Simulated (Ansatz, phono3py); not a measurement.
# CeO2 (Fm-3m): thermal conductivity with phono3py, part 2 of 5

Aim: with force constants in hand, see how mesh, solver, isotopes and boundaries change the conductivity of CeO2.

What experiment has found for this phase:
- thermal conductivity 10.8 W/m/K near room temperature (given in “Predicting the lattice thermal conductivity of solids by solving the Boltzmann transport equation: AFLOW - AAPL an automated, accurate and efficient framework”, 2017, arXiv:1611.05481)

Ansatz 0.2.0 and phono3py 4.10.0; DFT PBEsol, scalar-relativistic, plane waves, PAW; PAW set soft_1 (the session's first sound run).

So far, κ at 300 K (W/m/K): step 3 (relaxation-time solution) 12.7; step 5 (isotopes none) 12.8.

## 6. Another q-mesh, third order supercell 3×3×3, supercell 6×6×6

Level of this step: DFT PBEsol, scalar-relativistic, plane waves, PAW; PAW set soft_1; phono3py on Ansatz's force constants (phono3py).

The q-mesh of the transport sums changes, with the same scattering terms.

phono3py.yaml

```yaml
phono3py:
  version: "4.10.0"
  frequency_unit_conversion_factor: 15.633302
  symmetry_tolerance: 1.00000e-05

physical_unit:
  atomic_mass: "AMU"
  length: "angstrom"

space_group:
  type: "Fm-3m"
  number: 225
  Hall_symbol: "-F 4 2 3"

primitive_matrix:
- [  1.000000000000000,  0.000000000000000,  0.000000000000000 ]
- [  0.000000000000000,  1.000000000000000,  0.000000000000000 ]
- [  0.000000000000000,  0.000000000000000,  1.000000000000000 ]

supercell_matrix:
- [   3,   0,   0 ]
- [   0,   3,   0 ]
- [   0,   0,   3 ]

# [primitive_cell block left out]
unit_cell:
  lattice:
  - [     0.000000000000000,     2.699286924200000,     2.699286924200000 ] # a
  - [     2.699286924200000,     0.000000000000000,     2.699286924200000 ] # b
  - [     2.699286924200000,     2.699286924200000,     0.000000000000000 ] # c
  points:
  - symbol: Ce # 1
    coordinates: [  0.000000000000000,  0.000000000000000,  0.000000000000000 ]
    mass: 140.116000
    reduced_to: 1
  - symbol: O # 2
    coordinates: [  0.250000000000000,  0.250000000000000,  0.250000000000000 ]
    mass: 15.999000
    reduced_to: 2
  - symbol: O # 3
    coordinates: [  0.750000000000000,  0.750000000000000,  0.750000000000000 ]
    mass: 15.999000
    reduced_to: 3

# [supercell block left out]
phonon_supercell_matrix:
- [   6,   0,   0 ]
- [   0,   6,   0 ]
- [   0,   0,   6 ]

# [phonon_primitive_cell block left out]
# [phonon_supercell block left out]
nac:
  born_effective_charge:
  - # 1 (Ce)
    - [  5.766628302692746,  0.000000000000000,  0.000000000000000 ]
    - [  0.000000000000000,  5.766628302692746,  0.000000000000000 ]
    - [  0.000000000000000,  0.000000000000000,  5.766628302692746 ]
  - # 2 (O)
    - [ -2.883314151346373,  0.000000000000000,  0.000000000000000 ]
    - [  0.000000000000000, -2.883314151346373,  0.000000000000000 ]
    - [  0.000000000000000,  0.000000000000000, -2.883314151346373 ]
  - # 3 (O)
    - [ -2.883314151346373,  0.000000000000000,  0.000000000000000 ]
    - [  0.000000000000000, -2.883314151346373,  0.000000000000000 ]
    - [  0.000000000000000,  0.000000000000000, -2.883314151346373 ]
  dielectric_constant:
    - [  7.840627509700767,  0.000000000000000,  0.000000000000000 ]
    - [  0.000000000000000,  7.840627509700767,  0.000000000000000 ]
    - [  0.000000000000000,  0.000000000000000,  7.840627509700767 ]
  unit_conversion_factor: 14.399645
```

On the command line:

```sh
phono3py phono3py.yaml --mesh 5 5 5 --br --isotope --ts 100 300 600
```

What it wrote:

```text
[banner, memory and clock lines left out]
Rust backend (phonors) using rayon (8 threads).
Running in phono3py.load mode.
Spglib version 2.8.0
----------------------------- General settings -----------------------------
Run mode: conductivity-RTA
HDF5 data compression filter: gzip
Crystal structure was read from "phono3py.yaml".
Supercell (dim): [3 3 3]
Phonon supercell (dim-fc2): [6 6 6]
Primitive matrix:
  [1. 0. 0.]
  [0. 1. 0.]
  [0. 0. 1.]
Spacegroup: Fm-3m (225)
Use -v option to watch primitive cell, unit cell, and supercell structures.
NAC parameters were read from "phono3py.yaml".
fc3 was read from "fc3.hdf5".
fc2 was read from "fc2.hdf5".
----------------------------- Force constants ------------------------------
Max drift of fc3: 0.00000300 (xxx) 0.00000300 (xxx) 0.00000300 (xxx)
Max drift of fc2: -0.00001600 (xx) -0.00001600 (xx)
--------------------------- Calculation settings ---------------------------
Non-analytical term correction (NAC): True
NAC unit conversion factor:  14.39964
BZ integration: Tetrahedron-method
Temperature:  100.0  300.0  600.0
Cutoff frequency: 0.01
Mesh sampling: [ 5 5 5 ]
Generating grid system ... [ 5 5 5 ]
fc3-r2q-transformation over three atoms: True
--------------------------- Phonon calculations ----------------------------
  PRB 50, 13035(R) (1994), PRB 55, 10355 (1997)
  G-cutoff distance: 1.22, Number of G-points: 307, Lambda: 0.36
Running harmonic phonon calculations...
-------------------- Lattice thermal conductivity (RTA) --------------------
Running heat capacity calculations...
Running velocity calculations...
Running isotope scattering calculations with tetrahedron method...
======================= Grid point 0 (1/10) =======================
q-point: ( 0.00  0.00  0.00)
Boundary mean free path (millimeter): 1000.000
Mass variance parameters: 2.25e-05 3.36e-05 3.36e-05
Number of triplets: 10
Frequency     group velocity (x, y, z)     |gv|
  -0.008   (   0.000    0.000    0.000)    0.000
  -0.008   (   0.000    0.000    0.000)    0.000
  -0.008   (   0.000    0.000    0.000)    0.000
   8.313   (   0.000    0.000    0.000)    0.000
   8.313   (   0.000    0.000    0.000)    0.000
   8.313   (   0.000    0.000    0.000)    0.000
  12.987   (   0.000    0.000    0.000)    0.000
  12.987   (   0.000    0.000    0.000)    0.000
  12.987   (   0.000    0.000    0.000)    0.000
======================= Grid point 1 (2/10) =======================
q-point: ( 0.20  0.00  0.00)
Boundary mean free path (millimeter): 1000.000
Mass variance parameters: 2.25e-05 3.36e-05 3.36e-05
Number of triplets: 19
Frequency     group velocity (x, y, z)     |gv|
   2.200   ( -16.177   16.177   16.177)   28.020
   2.200   ( -16.177   16.177   16.177)   28.020
   3.685   ( -28.957   28.957   28.957)   50.155
   8.635   (  -5.957    5.957    5.957)   10.317
   8.635   (  -5.957    5.957    5.957)   10.317
  12.509   (   8.328   -8.328   -8.328)   14.425
  12.592   (   6.636   -6.636   -6.636)   11.493
[...]
[7 grid points left out]
======================= Grid point 40 (10/10) =======================
q-point: ( 0.60  0.40  0.20)
Boundary mean free path (millimeter): 1000.000
Mass variance parameters: 2.25e-05 3.36e-05 3.36e-05
Number of triplets: 39
Frequency     group velocity (x, y, z)     |gv|
[...]
4.980   (  -0.000   25.392   16.369)   30.211
   6.258   (   0.000  -19.665    6.693)   20.773
   6.541   (  -0.000   -8.874  -14.498)   16.998
   7.111   (  -0.000    9.900  -46.623)   47.662
  10.042   (   0.000   50.562   -7.842)   51.167
  11.547   (  -0.000  -41.006    2.322)   41.072
  13.683   (  -0.000    5.724    5.338)    7.827
  16.535   (   0.000   -5.670    8.989)   10.628
=================== End of collection of collisions ===================
----------- Thermal conductivity (W/m-k) with tetrahedron method -----------
#  T(K)        xx         yy         zz         yz         xz         xy
  100.0      29.073     29.073     29.073     -0.000     -0.000      0.000
  300.0       8.531      8.531      8.531     -0.000     -0.000      0.000
  600.0       4.224      4.224      4.224     -0.000     -0.000      0.000

Thermal conductivity related properties were written into
"kappa-m555.hdf5".
Summary of calculation was written in "phono3py.yaml".
```

The job ended after 4.9 s (8 threads of Intel Xeon Platinum 8375C at 2.90GHz (Ice Lake), shared host; peak memory 0.17 GiB; 5.4 s of CPU time).

Numbers from this step:

| Item | Value |
| --- | --- |
| κ at 300 K | 8.531 W/m/K |
| κ xx, yy, zz at 300 K | 8.531, 8.531, 8.531 W/m/K |

W/m/K. Kappa, by row:

```
T (K)     xx     yy     zz  yz  xz  xy
  100  29.07  29.07  29.07   0   0   0
  300  8.531  8.531  8.531   0   0   0
  600  4.224  4.224  4.224   0   0   0
```

This mesh is too coarse for the transport sums: κ at 300 K comes out at 8.53 against 12.7 W/(m K) in the base run.

## 7. Another q-mesh, third order supercell 3×3×3, supercell 6×6×6 (run 2)

The q-mesh of the transport sums changes, with the same scattering terms.

phono3py.yaml is that of step 6.

On the command line:

```sh
phono3py phono3py.yaml --mesh 7 7 7 --br --isotope --ts 100 300 600
```

What it wrote:

```text
[banner, memory and clock lines left out]
Rust backend (phonors) using rayon (8 threads).
Running in phono3py.load mode.
Spglib version 2.8.0
----------------------------- General settings -----------------------------
Run mode: conductivity-RTA
HDF5 data compression filter: gzip
Crystal structure was read from "phono3py.yaml".
Supercell (dim): [3 3 3]
Phonon supercell (dim-fc2): [6 6 6]
Primitive matrix:
  [1. 0. 0.]
  [0. 1. 0.]
  [0. 0. 1.]
Spacegroup: Fm-3m (225)
Use -v option to watch primitive cell, unit cell, and supercell structures.
[...]
13.729   (   6.937    7.321   -0.000)   10.085
  16.601   (   6.396   -4.531   -0.000)    7.838
=================== End of collection of collisions ===================
----------- Thermal conductivity (W/m-k) with tetrahedron method -----------
#  T(K)        xx         yy         zz         yz         xz         xy
  100.0      39.996     39.996     39.996     -0.000     -0.000      0.000
  300.0      11.007     11.007     11.007     -0.000     -0.000      0.000
  600.0       5.437      5.437      5.437     -0.000     -0.000      0.000

Thermal conductivity related properties were written into
"kappa-m777.hdf5".
Summary of calculation was written in "phono3py.yaml".
```

Run time: 5.5 s. Hardware: 8 threads; peak memory 0.17 GiB; 8.4 s of CPU time.

W/m/K. Kappa, by row:

| T (K) | xx | yy | zz | yz | xz | xy |
| --- | --- | --- | --- | --- | --- | --- |
| 100 | 40 | 40 | 40 | 0 | 0 | 0 |
| 300 | 11.01 | 11.01 | 11.01 | 0 | 0 | 0 |
| 600 | 5.437 | 5.437 | 5.437 | 0 | 0 | 0 |

κ at 300 K goes from 12.7 in the base run to 11.0 W/(m K).

## 8. Another q-mesh, third order supercell 3×3×3, supercell 6×6×6 (run 3)

The q-mesh of the transport sums changes, with the same scattering terms.

phono3py.yaml is that of step 7.

On the command line:

```sh
phono3py phono3py.yaml --mesh 11 11 11 --br --isotope --ts 100 300 600
```

What it wrote:

```text
[banner, memory and clock lines left out]
Rust backend (phonors) using rayon (8 threads).
Running in phono3py.load mode.
Spglib version 2.8.0
----------------------------- General settings -----------------------------
Run mode: conductivity-RTA
HDF5 data compression filter: gzip
Crystal structure was read from "phono3py.yaml".
Supercell (dim): [3 3 3]
Phonon supercell (dim-fc2): [6 6 6]
Primitive matrix:
  [1. 0. 0.]
  [0. 1. 0.]
  [0. 0. 1.]
Spacegroup: Fm-3m (225)
Use -v option to watch primitive cell, unit cell, and supercell structures.
[...]
13.813   (   4.396    4.564   -0.000)    6.337
  16.635   (   4.330   -2.845   -0.000)    5.181
=================== End of collection of collisions ===================
----------- Thermal conductivity (W/m-k) with tetrahedron method -----------
#  T(K)        xx         yy         zz         yz         xz         xy
  100.0      44.252     44.252     44.252     -0.000     -0.000      0.000
  300.0      11.989     11.989     11.989     -0.000     -0.000      0.000
  600.0       5.915      5.915      5.915     -0.000     -0.000      0.000

Thermal conductivity related properties were written into
"kappa-m111111.hdf5".
Summary of calculation was written in "phono3py.yaml".
```

Run time: 11 s. Hardware: 8 threads; peak memory 0.17 GiB.

κ at 300 K goes from 12.7 in the base run to 12.0 W/(m K).

## 9. Another q-mesh, third order supercell 3×3×3, supercell 6×6×6 (run 4)

The q-mesh of the transport sums changes, with the same scattering terms.

phono3py.yaml is that of step 8.

On the command line:

```sh
phono3py phono3py.yaml --mesh 13 13 13 --br --isotope --ts 100 300 600
```

What it wrote:

```text
[banner, memory and clock lines left out]
Rust backend (phonors) using rayon (8 threads).
Running in phono3py.load mode.
Spglib version 2.8.0
----------------------------- General settings -----------------------------
Run mode: conductivity-RTA
HDF5 data compression filter: gzip
Crystal structure was read from "phono3py.yaml".
Supercell (dim): [3 3 3]
Phonon supercell (dim-fc2): [6 6 6]
Primitive matrix:
  [1. 0. 0.]
  [0. 1. 0.]
  [0. 0. 1.]
Spacegroup: Fm-3m (225)
Use -v option to watch primitive cell, unit cell, and supercell structures.
[...]
13.834   (  -0.000    3.008    2.881)    4.165
  16.641   (   0.000   -2.237    3.874)    4.473
=================== End of collection of collisions ===================
----------- Thermal conductivity (W/m-k) with tetrahedron method -----------
#  T(K)        xx         yy         zz         yz         xz         xy
  100.0      45.127     45.127     45.127     -0.000     -0.000      0.000
  300.0      12.197     12.197     12.197     -0.000     -0.000      0.000
  600.0       6.019      6.019      6.019     -0.000     -0.000      0.000

Thermal conductivity related properties were written into
"kappa-m131313.hdf5".
Summary of calculation was written in "phono3py.yaml".
```

Run time: 18 s. Hardware: 8 threads; peak memory 0.17 GiB.

κ at 300 K goes from 12.7 in the base run to 12.2 W/(m K).

## 10. Another q-mesh, third order supercell 3×3×3, supercell 6×6×6 (run 5)

The q-mesh of the transport sums changes, with the same scattering terms.

phono3py.yaml is that of step 9.

On the command line:

```sh
phono3py phono3py.yaml --mesh 23 23 23 --br --isotope --ts 100 300 600
```

What it wrote:

```text
[banner, memory and clock lines left out]
Rust backend (phonors) using rayon (8 threads).
Running in phono3py.load mode.
Spglib version 2.8.0
----------------------------- General settings -----------------------------
Run mode: conductivity-RTA
HDF5 data compression filter: gzip
Crystal structure was read from "phono3py.yaml".
Supercell (dim): [3 3 3]
Phonon supercell (dim-fc2): [6 6 6]
Primitive matrix:
  [1. 0. 0.]
  [0. 1. 0.]
  [0. 0. 1.]
Spacegroup: Fm-3m (225)
Use -v option to watch primitive cell, unit cell, and supercell structures.
[...]
13.855   (   2.011    2.081   -0.000)    2.894
  16.654   (   2.153   -1.331   -0.000)    2.531
=================== End of collection of collisions ===================
----------- Thermal conductivity (W/m-k) with tetrahedron method -----------
#  T(K)        xx         yy         zz         yz         xz         xy
  100.0      48.898     48.898     48.898     -0.000     -0.000      0.000
  300.0      12.994     12.994     12.994     -0.000     -0.000      0.000
  600.0       6.402      6.402      6.402     -0.000     -0.000      0.000

Thermal conductivity related properties were written into
"kappa-m232323.hdf5".
Summary of calculation was written in "phono3py.yaml".
```

Wall time 5.1 min (8 threads); peak memory 0.19 GiB; 34 min of CPU time.

W/m/K. Kappa, by row:

```
T (K)     xx     yy     zz  yz  xz  xy
  100   48.9   48.9   48.9   0   0   0
  300  12.99  12.99  12.99   0   0   0
  600  6.402  6.402  6.402   0   0   0
```

κ at 300 K goes from 12.7 in the base run to 13.0 W/(m K).

## 11. Mesh convergence

This step: DFT PBEsol, scalar-relativistic, plane waves, PAW; PAW set soft_1 (phono3py 4.10.0).

Series, by row:

```
mesh points along each axis  kappa at 100 K (W/m/K)  kappa at 300 K (W/m/K)  kappa at 600 K (W/m/K)  seconds
                          5                   29.07                   8.531                   4.224     4.89
                          7                      40                   11.01                   5.437     5.52
                         11                   44.25                   11.99                   5.915    10.61
                         13                   45.13                    12.2                   6.019    18.31
                         19                    47.8                   12.74                   6.278    117.4
                         23                    48.9                   12.99                   6.402    308.1
```

## 12. Boundary scattering, third order supercell 3×3×3, supercell 6×6×6

A boundary term v/L is added to each rate, a simple model of grains or a thin sample.

This step: DFT PBEsol, scalar-relativistic, plane waves, PAW; PAW set soft_1; phono3py on Ansatz's force constants (phono3py 4.10.0).

phono3py.yaml is that of step 10.

On the command line:

```sh
phono3py phono3py.yaml --mesh 19 19 19 --br --isotope --boundary-mfp 0.01 --ts 100 150 200 300 400 500 600 800
```

What it wrote:

```text
[banner, memory and clock lines left out]
Rust backend (phonors) using rayon (8 threads).
Running in phono3py.load mode.
Spglib version 2.8.0
----------------------------- General settings -----------------------------
Run mode: conductivity-RTA
HDF5 data compression filter: gzip
Crystal structure was read from "phono3py.yaml".
Supercell (dim): [3 3 3]
Phonon supercell (dim-fc2): [6 6 6]
Primitive matrix:
  [1. 0. 0.]
  [0. 1. 0.]
  [0. 0. 1.]
Spacegroup: Fm-3m (225)
Use -v option to watch primitive cell, unit cell, and supercell structures.
NAC parameters were read from "phono3py.yaml".
fc3 was read from "fc3.hdf5".
fc2 was read from "fc2.hdf5".
----------------------------- Force constants ------------------------------
Max drift of fc3: 0.00000300 (xxx) 0.00000300 (xxx) 0.00000300 (xxx)
Max drift of fc2: -0.00001600 (xx) -0.00001600 (xx)
--------------------------- Calculation settings ---------------------------
Non-analytical term correction (NAC): True
NAC unit conversion factor:  14.39964
BZ integration: Tetrahedron-method
Temperature:  100.0  150.0  200.0  300.0  400.0 ... 800.0
Cutoff frequency: 0.01
Mesh sampling: [ 19 19 19 ]
Generating grid system ... [ 19 19 19 ]
fc3-r2q-transformation over three atoms: True
--------------------------- Phonon calculations ----------------------------
  PRB 50, 13035(R) (1994), PRB 55, 10355 (1997)
  G-cutoff distance: 1.22, Number of G-points: 307, Lambda: 0.36
Running harmonic phonon calculations...
-------------------- Lattice thermal conductivity (RTA) --------------------
Running heat capacity calculations...
Running velocity calculations...
Running isotope scattering calculations with tetrahedron method...
======================= Grid point 0 (1/220) =======================
q-point: ( 0.00  0.00  0.00)
Boundary mean free path (micrometer): 0.01000
Mass variance parameters: 2.25e-05 3.36e-05 3.36e-05
Number of triplets: 220
Frequency     group velocity (x, y, z)     |gv|
  -0.008   (   0.000    0.000    0.000)    0.000
  -0.008   (   0.000    0.000    0.000)    0.000
  -0.008   (   0.000    0.000    0.000)    0.000
   8.313   (   0.000    0.000    0.000)    0.000
   8.313   (   0.000    0.000    0.000)    0.000
   8.313   (   0.000    0.000    0.000)    0.000
  12.987   (   0.000    0.000    0.000)    0.000
  12.987   (   0.000    0.000    0.000)    0.000
  12.987   (   0.000    0.000    0.000)    0.000
======================= Grid point 1 (2/220) =======================
q-point: ( 0.05  0.00  0.00)
Boundary mean free path (micrometer): 0.01000
Mass variance parameters: 2.25e-05 3.36e-05 3.36e-05
Number of triplets: 670
Frequency     group velocity (x, y, z)     |gv|
   0.629   ( -21.257   21.257   21.257)   36.818
   0.629   ( -21.257   21.257   21.257)   36.818
   1.027   ( -34.821   34.821   34.821)   60.311
   8.336   (  -1.549    1.549    1.549)    2.683
   8.336   (  -1.549    1.549    1.549)    2.683
  12.956   (   2.086   -2.086   -2.086)    3.613
  12.956   (   2.086   -2.086   -2.086)    3.613
[...]
[217 grid points left out]
======================= Grid point 1647 (220/220) =======================
q-point: (-0.26  0.47  0.21)
Boundary mean free path (micrometer): 0.01000
Mass variance parameters: 2.25e-05 3.36e-05 3.36e-05
Number of triplets: 1810
Frequency     group velocity (x, y, z)     |gv|
[...]
5.748   (  -0.554   27.798   -0.000)   27.804
   5.940   (  12.171  -20.580    0.000)   23.910
   6.056   (  -5.989    2.630    0.000)    6.541
   6.429   ( -20.136   -9.102    0.000)   22.098
  10.548   (   1.099   48.241   -0.000)   48.253
  11.021   (  -2.583  -45.179    0.000)   45.252
  13.850   (   2.460    2.547   -0.000)    3.541
  16.652   (   2.590   -1.619   -0.000)    3.054
=================== End of collection of collisions ===================
----------- Thermal conductivity (W/m-k) with tetrahedron method -----------
#  T(K)        xx         yy         zz         yz         xz         xy
  100.0       5.983      5.983      5.983     -0.000     -0.000      0.000
  150.0       7.016      7.016      7.016     -0.000     -0.000      0.000
  200.0       6.856      6.856      6.856     -0.000     -0.000      0.000
  300.0       5.869      5.869      5.869     -0.000     -0.000      0.000
  400.0       4.983      4.983      4.983     -0.000     -0.000      0.000
  500.0       4.308      4.308      4.308     -0.000     -0.000      0.000
  600.0       3.791      3.791      3.791     -0.000     -0.000      0.000
  800.0       3.063      3.063      3.063     -0.000     -0.000      0.000

Thermal conductivity related properties were written into
"kappa-m191919.hdf5".
Summary of calculation was written in "phono3py.yaml".
```

Wall time 1.7 min (8 threads); peak memory 0.17 GiB.

This step gave:

| Item | Value |
| --- | --- |
| κ at 300 K | 5.869 W/m/K |
| κ xx, yy, zz at 300 K | 5.869, 5.869, 5.869 W/m/K |

W/m/K. Kappa, by row:

```
T (K)     xx     yy     zz  yz  xz  xy
  100  5.983  5.983  5.983   0   0   0
  150  7.016  7.016  7.016   0   0   0
  200  6.856  6.856  6.856   0   0   0
  300  5.869  5.869  5.869   0   0   0
  400  4.983  4.983  4.983   0   0   0
  500  4.308  4.308  4.308   0   0   0
  600  3.791  3.791  3.791   0   0   0
  800  3.063  3.063  3.063   0   0   0
```

κ at 300 K goes from 12.7 in the base run to 5.87 W/(m K).

(Part 2 of 5 ends here.)

[Logs are printed without paths, hosts, clocks, repeated set-up lines and the standing remarks that a program may print on its own settings, such as how far it seeks lower states.]

[Hosts, paths, dates, database ids (printed as entryN), source tags and the programs' standing remarks are cut or masked in the printed files.]

[A step with changed settings may run another functional than the one named; its input shows which.]

[Pressures of single members of a volume series are the stress at the run's cutoff; with an incomplete basis they can lie off −dE/dV of the same runs, and they are not shown converged.]
